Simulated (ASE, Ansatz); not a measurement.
# Localised basis functions on AlAs/InAs superlattice along [001] (512 atoms)

Wanted: errors and times of a linear-scaling basis for AlAs/InAs superlattice along [001] (512 atoms). A setting counts as converged where the r.m.s. difference of forces stays under 1 % of the r.m.s. force.

Calculated with Ansatz 0.2.0; Kohn-Sham DFT, PBE, PAW (set soft_2), plane waves.

This is a report of a sequence of runs, with most program output left out.

## Step 1: The structure

The cell holds 512 atoms: 160 Al, 256 As and 96 In. Its edges and angles: a = 17.135 Å, b = 17.135 Å, c = 45.181 Å, α = 90.0°, β = 90.0°, γ = 90.0°. It derives from AlAs and InAs. Zinc-blende lattice with in-plane constant 6.058 Å; 5 periods of AlAs and 3 of InAs along [001], 4 x 4 in-plane cells; the two parts stretched along z by 0.8916 and 1.0; not relaxed, displaced by a Gaussian of 0.02 Å. Regions: AlAs, 320 atoms (160 Al and 160 As); InAs, 192 atoms (96 In and 96 As).

Limits known from the start: The host structure and its lattice constant were typed by rule, without a check against the phase diagram. Only the Γ point is sampled, in a cell whose shortest periodic width is 17 Å.

## Step 2: Plane-wave single point

The first run fixes the reference, at a cutoff of 420 eV.

Input file input.yaml:

```yaml
crystal:
  lattice:
    - [17.13461, 0.0, 0.0]
    - [0.0, 17.13461, 0.0]
    - [0.0, 0.0, 45.18056]
  atoms:
    - { symbol: Al, position: [0.99953, 0.99946, 2.0e-05] }
    - { symbol: As, position: [0.12501, 0.00155, 0.02934] }
    - { symbol: Al, position: [0.25004, 0.99868, 0.00074] }
    - { symbol: As, position: [0.37533, 0.99882, 0.02969] }
    - { symbol: Al, position: [0.5017, 0.0004, 0.00022] }
    - { symbol: As, position: [0.62382, 0.00084, 0.02901] }
    - { symbol: Al, position: [0.74965, 1.0e-05, 0.99963] }
    - { symbol: As, position: [0.87469, 0.99865, 0.02962] }
    - { symbol: Al, position: [0.00079, 0.25075, 0.99971] }
    - { symbol: As, position: [0.12468, 0.24905, 0.02995] }
    - { symbol: Al, position: [0.25059, 0.25073, 0.99983] }
    - { symbol: As, position: [0.37157, 0.24887, 0.03037] }
    - { symbol: Al, position: [0.4991, 0.25065, 0.00047] }
    - { symbol: As, position: [0.624, 0.24939, 0.03009] }
    - { symbol: Al, position: [0.74852, 0.25045, 0.99995] }
    - { symbol: As, position: [0.87248, 0.24903, 0.02975] }
    - { symbol: Al, position: [0.12385, 0.12467, 0.05973] }
    - { symbol: As, position: [0.24984, 0.12349, 0.08966] }
    - { symbol: Al, position: [0.37413, 0.12559, 0.05909] }
    - { symbol: As, position: [0.49864, 0.12588, 0.08936] }
    - { symbol: Al, position: [0.62688, 0.12571, 0.05949] }
    - { symbol: As, position: [0.75056, 0.12359, 0.09069] }
    - { symbol: Al, position: [0.87462, 0.1251, 0.05986] }
    - { symbol: As, position: [0.99995, 0.12536, 0.08985] }
    - { symbol: Al, position: [0.99821, 0.00178, 0.11942] }
    - { symbol: As, position: [0.1258, 0.00045, 0.149] }
    - { symbol: Al, position: [0.24977, 0.99864, 0.11941] }
    - { symbol: As, position: [0.37361, 0.00064, 0.14898] }
    - { symbol: Al, position: [0.49927, 0.00151, 0.11919] }
    - { symbol: As, position: [0.62511, 0.99999, 0.14972] }
    - { symbol: Al, position: [0.75068, 0.9987, 0.11966] }
    - { symbol: As, position: [0.87296, 0.99943, 0.1489] }
    [... 474 atom lines left out ...]
    - { symbol: In, position: [0.37521, 0.87343, 0.93282] }
    - { symbol: As, position: [0.49872, 0.87519, 0.96688] }
    - { symbol: In, position: [0.62765, 0.87388, 0.93338] }
    - { symbol: As, position: [0.75129, 0.87404, 0.9665] }
    - { symbol: In, position: [0.87329, 0.87407, 0.93288] }
    - { symbol: As, position: [0.99953, 0.87468, 0.96634] }
kpoints:
  mp_grid: { grid: [1, 1, 1] }
hamiltonian:
  xc: pbe
scf:
  occupations: { method: fermi_dirac, width: 0.05 }
output:
  forces: true
  stress: true
  populations: intrinsic
  dos:
    method: { smearing: { sigma: 0.08 } }
    de: 0.1
    projected: { site_lists: { Al: [Al], As: [As], In: [In] } }
  eigenvalues: true
  write_density: true
  write_potential: true
  volumetric_format: npy
```

On the command line:

```
ansatz run input.yaml --threads 32 --pin off --max-ram 143360MiB --backend cuda --events-out ev --progress --plain --runs-dir out
```

Elapsed: 28 s, on 1 × NVIDIA GB200 with 32 threads of Arm Neoverse V2, shared host; peak memory 9.7 GiB.

That memory is the host's; the program planned up to 86.5 GiB on the GPU. Forces of this run were stored rounded, and per-atom blocks of the log weren't kept.

Read from the output:

- free energy: -1866735.6849 eV
- free energy per atom: -3645.9681 eV/atom
- SCF cycles: 12
- pressure: -0.4372 GPa
- r.m.s. force component: 0.3161 eV/Å
- longest force: 1.783 eV/Å
- Fermi energy: 6.88 eV
- spacing of highest filled and lowest empty level: 0.3318 eV
- levels partly filled by over 2 per cent: 3

The r.m.s. force component of 0.32 eV/Å sets the scale for the differences below.

## Step 3: Support functions low

With localised support functions most steps grow linearly with size, though the diagonalisation grows faster unless the density matrix is cut; this run measures error and cost at this size. The level low gives here a grid of 90×90×216 points and a radius of 4.37 Å.

This step: Kohn-Sham DFT, PBE, PAW (set soft_2), localised support functions (low) (Ansatz 0.2.0).

input.yaml, the sections that differ from step 2:

```yaml
scf:
  occupations: { method: fermi_dirac, width: 0.05 }
  eigensolver: { kind: { support_functions: { accuracy: low } } }
  mixing: { beta: 0.2 }
  max_iter: 150
output:
  forces: true
  eigenvalues: true
# crystal, kpoints, hamiltonian: as in step 2
```

Elapsed: 15 s, on 1 × NVIDIA GB200 with 32 threads; peak memory 2.9 GiB; 39 s of CPU time.

That memory is the host's; the program planned up to 18.3 GiB on the GPU.

The program notes that the band table was not solved further than the SCF left it and it switched symmetry off.

Keys that differ from the reference: support_functions.accuracy = "low", scf.max_iter = 150 and scf.mixing.beta = 0.2.

Forces differ from the reference by 0.22 meV/Å r.m.s., 0.070 % of their size, well within a tolerance of 1 %; the energy by -0.91 meV/atom.

## Step 4: Support functions medium

The level medium is asked for. Here it resolves to the same grid and radius as in the run with support functions low, so the basis is not new.

This step: Kohn-Sham DFT, PBE, PAW (set soft_2), localised support functions (medium) (Ansatz 0.2.0).

input.yaml, the sections that differ from step 3:

```yaml
scf:
  occupations: { method: fermi_dirac, width: 0.05 }
  eigensolver: { kind: { support_functions: { accuracy: medium } } }
  mixing: { beta: 0.2 }
  max_iter: 150
# crystal, kpoints, hamiltonian, output: as in step 3
```

The job ended after 16 s (1 × NVIDIA GB200 with 32 threads; peak memory 3 GiB).

That memory is the host's; the program planned up to 18.3 GiB on the GPU.

Keys that differ from the reference: support_functions.accuracy = "medium", scf.max_iter = 150 and scf.mixing.beta = 0.2.

Forces differ from the reference by 0.21 meV/Å r.m.s., 0.067 % of their size, well within a tolerance of 1 %; the energy by -0.91 meV/atom.

## Step 5: Support functions high

The cell is solved in localised support functions. The level high gives here a grid of 90×90×240 points and a radius of 5.23 Å.

This step: Kohn-Sham DFT, PBE, PAW (set soft_2), localised support functions (high) (Ansatz 0.2.0).

input.yaml, the sections that differ from step 4:

```yaml
scf:
  occupations: { method: fermi_dirac, width: 0.05 }
  eigensolver: { kind: { support_functions: { accuracy: high } } }
  mixing: { beta: 0.2 }
  max_iter: 150
# crystal, kpoints, hamiltonian, output: as in step 4
```

Wall time 28 s (1 × NVIDIA GB200 with 32 threads); peak memory 3.2 GiB.

That memory is the host's; the program planned up to 29.1 GiB on the GPU.

The program notes that the correction for the support functions is uncertain.

Keys that differ from the reference: support_functions.accuracy = "high", scf.max_iter = 150 and scf.mixing.beta = 0.2.

Forces differ from the reference by 0.088 meV/Å r.m.s., 0.028 % of their size, well within a tolerance of 1 %; the energy by -0.90 meV/atom.

## Step 6: Support functions medium, spacing 0.411 Å (grid laid 0.377 Å)

The grid spacing sets how fine a wave the support functions can hold. The typed value is an upper bound: the grid laid has 48×48×120 points, 0.377 Å apart at most.

This step: Kohn-Sham DFT, PBE, PAW (set soft_2), localised support functions (medium) (Ansatz 0.2.0).

input.yaml, the sections that differ from step 5:

```yaml
scf:
  occupations: { method: fermi_dirac, width: 0.05 }
  eigensolver: { kind: { support_functions: { accuracy: medium, spacing: 0.411 } } }
  mixing: { beta: 0.2 }
  max_iter: 150
# crystal, kpoints, hamiltonian, output: as in step 5
```

It took 14 s on 1 × NVIDIA GB200 with 32 threads; peak memory 2.8 GiB; 35 s of CPU time.

That memory is the host's; the program planned up to 12 GiB on the GPU.

The program notes that the forces don't sum to zero within tolerance and the grid leaves an egg-box force.

Forces differ from the reference by 104 meV/Å r.m.s., 33 % of their size, far over a tolerance of 1 %; the energy by +534 meV/atom and the level spacing by -0.044 eV. The setting is coarser than the default on purpose.

## Step 7: Support functions medium, spacing 0.343 Å (grid laid 0.317 Å)

The grid spacing sets how fine a wave the support functions can hold. The typed value is an upper bound: the grid laid has 54×54×144 points, 0.317 Å apart at most.

input.yaml, the sections that differ from step 6:

```yaml
scf:
  occupations: { method: fermi_dirac, width: 0.05 }
  eigensolver: { kind: { support_functions: { accuracy: medium, spacing: 0.343 } } }
  mixing: { beta: 0.2 }
  max_iter: 150
# crystal, kpoints, hamiltonian, output: as in step 6
```

Wall time 13 s (1 × NVIDIA GB200 with 32 threads); peak memory 2.8 GiB.

That memory is the host's; the program planned up to 12 GiB on the GPU.

Forces differ from the reference by 6.3 meV/Å r.m.s., 2.0 % of their size, over a tolerance of 1 %; the energy by -0.50 meV/atom. The setting is coarser than the default on purpose.

## Step 8: Support functions medium, spacing 0.297 Å (grid laid 0.286 Å)

The grid spacing sets how fine a wave the support functions can hold. The typed value is an upper bound: the grid laid has 60×60×162 points, 0.286 Å apart at most.

input.yaml, the sections that differ from step 7:

```yaml
scf:
  occupations: { method: fermi_dirac, width: 0.05 }
  eigensolver: { kind: { support_functions: { accuracy: medium, spacing: 0.297 } } }
  mixing: { beta: 0.2 }
  max_iter: 150
# crystal, kpoints, hamiltonian, output: as in step 7
```

Wall time 14 s (1 × NVIDIA GB200 with 32 threads); peak memory 2.9 GiB; 35 s of CPU time.

That memory is the host's; the program planned up to 12.4 GiB on the GPU.

Forces differ from the reference by 3.5 meV/Å r.m.s., 1.1 % of their size, over a tolerance of 1 %; the energy by -3.9 meV/atom. The setting is coarser than the default on purpose.

## Step 9: Support functions medium, spacing 0.263 Å (grid laid 0.251 Å)

The grid spacing sets how fine a wave the support functions can hold. The typed value is an upper bound: the grid laid has 72×72×180 points, 0.251 Å apart at most.

input.yaml, the sections that differ from step 8:

```yaml
scf:
  occupations: { method: fermi_dirac, width: 0.05 }
  eigensolver: { kind: { support_functions: { accuracy: medium, spacing: 0.263 } } }
  mixing: { beta: 0.2 }
  max_iter: 150
# crystal, kpoints, hamiltonian, output: as in step 8
```

Elapsed: 14 s, on 1 × NVIDIA GB200 with 32 threads; peak memory 2.9 GiB; 36 s of CPU time.

That memory is the host's; the program planned up to 14.2 GiB on the GPU.

Keys that differ from the reference: support_functions.accuracy = "medium", support_functions.spacing = 0.263, scf.max_iter = 150 and scf.mixing.beta = 0.2.

Forces differ from the reference by 0.67 meV/Å r.m.s., 0.21 % of their size, well within a tolerance of 1 %; the energy by -1.4 meV/atom.

## Step 10: What each setting buys

Differences are against the plane-wave reference (Kohn-Sham DFT, PBE, PAW (set soft_2), plane waves), whose r.m.s. force component is 0.316 eV/Å. Energies are set beside the reference only for runs with its functional, potentials and electron count. Times are for 1 × NVIDIA GB200 with 32 threads of Arm Neoverse V2, shared host. The reference's time includes the DOS, the stress and grids, which some other runs skip.

```
                                                          run  Δ force, r.m.s. (meV/Å)  share of r.m.s. force (%)  Δ energy (meV/atom)  Δ gap (eV)  cycles  time  host memory (GiB)  planned on the GPU (GiB)
                                                    reference                        -                          -                    -           -      12  28 s                9.7                        86
                                        support functions low                    0.222                     0.0704               -0.911     -1.0e-4      13  15 s                2.9                        18
                                     support functions medium                    0.213                     0.0673               -0.911     -1.0e-4      16  16 s                3.0                        18
                                       support functions high                    0.088                     0.0277               -0.903           0      19  28 s                3.2                        29
support functions medium, spacing 0.411 Å (grid laid 0.377 Å)                      104                       32.9                  534      -0.044      16  14 s                2.8                        12
support functions medium, spacing 0.343 Å (grid laid 0.317 Å)                     6.30                       1.99               -0.504      -0.001      15  13 s                2.8                        12
support functions medium, spacing 0.297 Å (grid laid 0.286 Å)                     3.52                       1.11                -3.93           0      16  14 s                2.9                        12
support functions medium, spacing 0.263 Å (grid laid 0.251 Å)                    0.668                      0.211                -1.40     -1.0e-4      16  14 s                2.9                        14
```

## Step 11: The reference in detail

The comparisons rest on this run, so its electronic structure is set out here.

Length of the force by element:

```
element  coordination  atoms  mean length of the force (eV/Å)  spread   least  most
     Al           all    160                            0.371   0.220  0.0394  1.14
     As           all    256                            0.485   0.365  0.0314  1.78
     In           all     96                            0.468   0.294  0.0835  1.37
```

Intrinsic-atomic-orbital charges by element:

```
element  coordination  atoms  mean charge (e)  spread   least    most
     Al           all    160            0.358  0.0053    0.34   0.370
     As           all    256           -0.326  0.0378  -0.363  -0.271
     In           all     96            0.273  0.0024   0.266   0.277
```

Charge against the make-up of the first shell:

```
In neighbours of As  atoms  mean charge (e)
                  0    144           -0.358
                  2     32           -0.311
                  4     80           -0.275
```

By region:

```
region  atoms  mean length of the force (eV/Å)  net charge (e)
  AlAs    320                            0.409            0.72
  InAs    192                            0.509           -0.72
```

States in the cell by windows of 1 eV, zero at the Fermi level; some projections on atomic orbitals stand beside the total:

```
from (eV)  to (eV)  total   As p  Al p  Al s  In p  In s   As s
      -18      -16    0.0    0.0   0.0   0.0   0.0   0.0    0.0
      -16      -15    0.1    0.0   0.0   0.0   0.0   0.0    0.0
      -15      -14  960.1    4.8   0.2   0.0   1.4   0.3    9.2
      -14      -13    0.0    0.0   0.0   0.0   0.0   0.0    0.0
      -13      -12    5.4    0.0   0.2   1.5   0.0   0.3    3.3
      -12      -11  154.9    3.3  21.2  18.2   6.1   8.5   95.9
      -11      -10  327.8    4.0  43.6  10.1  26.9  10.8  224.1
      -10       -9   23.7    0.0   0.4   0.1   5.1   0.1   16.6
       -9       -7    0.0    0.0   0.0   0.0   0.0   0.0    0.0
       -7       -6   16.7    8.8   0.5   4.1   0.4   2.6    0.2
       -6       -5  342.4  170.0  17.2  78.6   8.0  54.3   12.0
       -5       -4   90.9   46.7   5.2  16.1   2.3   9.8    9.9
       -4       -3  260.6  153.7  60.4  11.3  16.6   8.0    8.5
       -3       -2  394.7  258.3  71.6   6.5  45.8   4.8    4.3
       -2       -1  375.4  277.7  46.1   3.0  39.4   2.2    2.5
       -1        0   55.3   45.2   1.9   0.2   6.6   0.1    0.1
        0        1   25.2    3.0   7.7   6.1   1.1   1.8    4.0
        1        2  215.9   36.5  62.6  38.1  18.5  15.3   28.2
        2        3  294.0   67.8  57.0  30.7  45.6  30.4   28.2
```

The curve was stored every 0.100 eV, coarse against its broadening of 0.08 eV, so these counts are rough.

The stored curve holds about 3008 of the 5568 electrons; the rest, give or take the few that broadening carries across the Fermi level, lie in deeper levels below its range.

Not all projections were asked for or kept, so they needn't add up to the total.

The levels nearest the highest filled one (over half full), pooled over k-points and spins:

```
level less the highest filled one (eV)  occupation
                                -0.205        2.00
                                -0.202        2.00
                                -0.194        2.00
                               -0.0951        1.99
                               -0.0082        1.96
                                     0        1.95
                                 0.332       0.101
                                 0.724           0
                                 0.783           0
                                 0.901           0
                                  1.01           0
                                  1.04           0
```

(Continued in part 2 of 2.)

[Logs are printed without paths, hosts, clocks, repeated set-up lines and the standing remarks that a program may print on its own settings, such as how far it seeks lower states.]

[Hosts, paths, dates, database ids (printed as entryN), source tags and the programs' standing remarks are cut or masked in the printed files.]
